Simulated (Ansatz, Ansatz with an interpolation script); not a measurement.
# G0W0 band structure of In2O3 (R-3c), part 2 of 2

G0W0 gives levels on a mesh alone; what do the bands of In2O3 (R-3c) look like between the points?

Ansatz 0.2.0; LDA, Wannier functions and G0W0, plane waves, PAW. Known limits of the many-body steps: not at the basis limit; no spin-orbit coupling.

So far. Step 3 (Wannier functions (In:5s In:5p O:2p) on 8×8×8): Near the gap the model misses directly solved bands by 0.4 meV r.m.s. and by 3 meV at most in the window tested. This tests the starting bands, not the corrections carried with them. Step 4 (G0W0 at every point of the mesh: 4×4×4 mesh, 424 empty …): The gap on the mesh goes from 1.19 eV to 2.39 eV, a correction of +1.21 eV.

## 5. Interpolating the corrections (continued)

Wannier model on a dense mesh, Gaussian width 0.15 eV. Limits: finite bands, cutoff and mesh; no spin-orbit coupling. Table of density of states by energy, zero at the valence-band top of each set; read off at these points; values in states/eV/cell:

```csv
energy (eV),G0W0,LDA
-6.250,9.7e-5,0
-6.000,0.0362,0.0126
-5.750,0.706,0.531
-5.500,2.61,2.03
-5.250,5.09,4.30
-5.100,5.50,5.19
-5.000,5.39,5.20
-4.750,5.26,5.08
-4.500,3.93,4.49
-4.250,2.75,3.19
-4.000,2.38,2.28
-3.750,3.58,2.87
-3.500,4.03,3.60
-3.250,7.29,5.76
-3.200,7.50,6.57
-3.000,5.72,6.97
-2.750,5.54,5.84
-2.500,5.15,5.66
-2.250,6.07,5.90
-2.000,6.99,6.94
-1.750,5.83,6.50
-1.500,6.89,6.29
-1.250,8.75,8.71
-1.000,8.60,8.97
-0.750,8.67,9.20
-0.500,10.7,10.9
-0.250,15.0,15.4
-0.200,15.7,16.3
0.000,6.32,6.73
0.250,0.131,0.135
0.500,0,0
0.750,0,0
1.000,0,9.0e-4
1.250,0,0.0146
1.500,0,0.0443
1.750,0,0.0804
2.000,0,0.0914
2.250,0.00196,0.170
2.500,0.0228,0.183
2.750,0.0398,0.249
3.000,0.0912,0.306
3.250,0.0798,0.383
3.500,0.168,0.471
3.750,0.164,0.564
4.000,0.188,0.673
4.250,0.294,0.792
4.500,0.275,0.968
4.750,0.408,1.21
5.000,0.396,1.54
5.250,0.546,2.10
```

Corrections by starting level (eV, on the run's own energy scale, so only their differences matter):

```csv
start,correction
-5.78,−0.50
-5.11,−0.49
-4.38,−0.49
-3.67,−0.51
-3.12,−0.55
-2.78,−0.51
-2.32,−0.54
-1.95,−0.53
-1.44,−0.53
-1.11,−0.50
-0.83,−0.50
-0.56,−0.40
-0.37,−0.50
-0.19,−0.44
-0.06,−0.44
-0.01,−0.43
4.87,+1.12
```

## 6. LDA+SOC bands, for comparison

Spin-orbit coupling can split or shift the edges; a non-collinear run measures by how much.

This step: DFT, LDA with spin-orbit coupling, plane waves, PAW; PAW set soft_1.

input.yaml

```yaml
crystal:
  lattice:
    - [2.7435, 1.58396046, 4.83666667]
    - [-2.7435, 1.58396046, 4.83666667]
    - [0.0, -3.16792093, 4.83666667]
  atoms:
    - { symbol: In, position: [0.35731, 0.35731, 0.35731] }
    - { symbol: In, position: [0.14269, 0.14269, 0.14269] }
    - { symbol: In, position: [0.64269, 0.64269, 0.64269] }
    - { symbol: In, position: [0.85731, 0.85731, 0.85731] }
    - { symbol: O, position: [0.548, 0.952, 0.25] }
    - { symbol: O, position: [0.25, 0.548, 0.952] }
    - { symbol: O, position: [0.952, 0.25, 0.548] }
    - { symbol: O, position: [0.452, 0.048, 0.75] }
    - { symbol: O, position: [0.75, 0.452, 0.048] }
    - { symbol: O, position: [0.048, 0.75, 0.452] }
kpoints:
  mp_grid: { grid: [4, 4, 4] }
  band_path:
    path:
      - [[0.0, 0.0, 0.0], [0.5, 0.5, 0.5], [0.76183349, 0.23816651, 0.5]]
      - [[0.5, -0.23816651, 0.23816651], [0.5, 0.0, 0.0], [0.0, 0.0, 0.0], [0.36908326, -0.36908326, 0.0]]
      - [[0.63091674, 0.0, 0.36908326], [0.5, 0.0, 0.5], [0.0, 0.0, 0.0]]
    npoints: 10
hamiltonian:
  xc: lda
  pseudopotentials: { kind: paw_fr, azcp: { folder: soft_1 }, xc_functional: pbe }
scf:
  occupations: { method: fermi_dirac, width: 0.02 }
  n_extra_bands: 14
magnetization:
  noncollinear: true
  spin_orbit: true
output:
  eigenvalues: true
```

Started as:

```
$ ansatz run input.yaml --threads 3 --pin off --max-ram 92160MiB --backend cuda --events-out ev --progress --plain --runs-dir out --devices 1 --max-vram 13GiB
```

Elapsed: 16 s, on 1 × NVIDIA H100 80GB HBM3 (shared by 6 runs) with 3 threads of AMD EPYC 7R13 (Zen 3), shared host; peak memory 1.5 GiB; 10 s of CPU time.

This step gave:

```
filled bands         : 88
gap                  : 1.179 eV
valence top at       : k = (0.300, 0.000, 0.000)
conduction bottom at : Γ
least direct gap     : 1.216 eV
```

The gap is that of LDA.

## 7. HSE06 bands, for comparison

This step: DFT, HSE06, plane waves, PAW; PAW set soft_1.

input.yaml: that of step 6 with these lines changed.

```diff
@@ -25,10 +25,7 @@
 hamiltonian:
-  xc: lda
-  pseudopotentials: { kind: paw_fr, azcp: { folder: soft_1 }, xc_functional: pbe }
+  xc: hse06
+  pseudopotentials: { kind: paw, azcp: { folder: soft_1 } }
 scf:
-  occupations: { method: fermi_dirac, width: 0.02 }
-  n_extra_bands: 14
-magnetization:
-  noncollinear: true
-  spin_orbit: true
+  occupations: { method: fixed }
+  n_extra_bands: 7
 output:
```

Run time: 2.9 min. Hardware: 1 × NVIDIA H100 80GB HBM3 (shared by 6 runs) with 3 threads; peak memory 1.5 GiB; 7.2 min of CPU time.

Numbers from this step:

```yaml
filled_bands: 44
gap: 2.821 eV
valence_top_at: k = (0.185, -0.185, 0.000)
conduction_bottom_at: Γ
least_direct_gap: 2.822 eV
```

The gap stands +1.64 eV against LDA, and the valence top moves to (0.185, -0.185, 0.000).

## 8. Summary of results

| Property | Result |
| --- | --- |
| LDA gap | 1.18 eV |
| G0W0 gap over the zone | 2.38 eV, indirect |
| least direct G0W0 gap, in the model | 2.42 eV |
| with the spin-orbit change | 2.38 eV |
| GW settings | 4×4×4 mesh, 424 empty bands, screening to 130 eV, PAW set soft_1 files |
| known limits | not at the basis limit; no spin-orbit coupling |

In words: The Wannier model follows the LDA bands to under 1 meV r.m.s. near the gap. The G0W0 gap over the zone is 2.38 eV, indirect, from k = (0.318, 0.030, 0.037) to Γ; on the mesh alone it is 2.39 eV, and a rigid shift of the LDA bands would give 2.38 eV. The valence width in the model goes from 5.80 eV to 5.86 eV. At the band edge the lightest electron mass is 0.15 m_e at the start and 0.17 m_e in G0W0; the G0W0 masses rest on corrections from the 4×4×4 mesh alone and are rough. LDA+SOC gives a gap of 1.18 eV on the same path, a spin-orbit change of +0.003 eV that would bring the G0W0 gap to 2.38 eV. HSE06 gives a gap of 2.82 eV on the same path. Against experiment, by G0W0@LDA with the spin-orbit change: the gap of 2.38 eV lies −0.70 eV from the measured 3.08 eV (optical, 2024). An exciton line or allowed optical edge lies below the quasiparticle gap by the binding energy; a forbidden edge can push the onset above it. The calculation has static nuclei and no excitons; a measured gap holds zero-point and thermal motion, which mostly lowers it. Against the values above the computed gap that would widen the miss. An edge that is forbidden or weak in absorption could explain it, and so could too strong a screening: the start's gap is only 1.19 eV, and one shot does not repair that. Bands and cutoff are finite, so the gap is not at the basis limit. The miss can reach some tenths of an eV and take either sign; the mesh is an error of its own. Beside the filled d shell of In, one-shot G0W0 from a semilocal start often leaves the gap short. Above the frozen window of the model the interpolated levels need not meet the computed ones, even at points of the mesh.

[Paths, hosts, dates, memory and timing lines, banners, echoed tables and standing remarks are left out of the program output.]

[Logs are printed without paths, hosts, clocks, repeated set-up lines and the standing remarks that a program may print on its own settings, such as how far it seeks lower states.]

[Runs of the session that timed out or met a known fault of the program may be left out.]

[Hosts, paths, dates, database ids (printed as entryN), source tags and the programs' standing remarks are cut or masked in the printed files.]
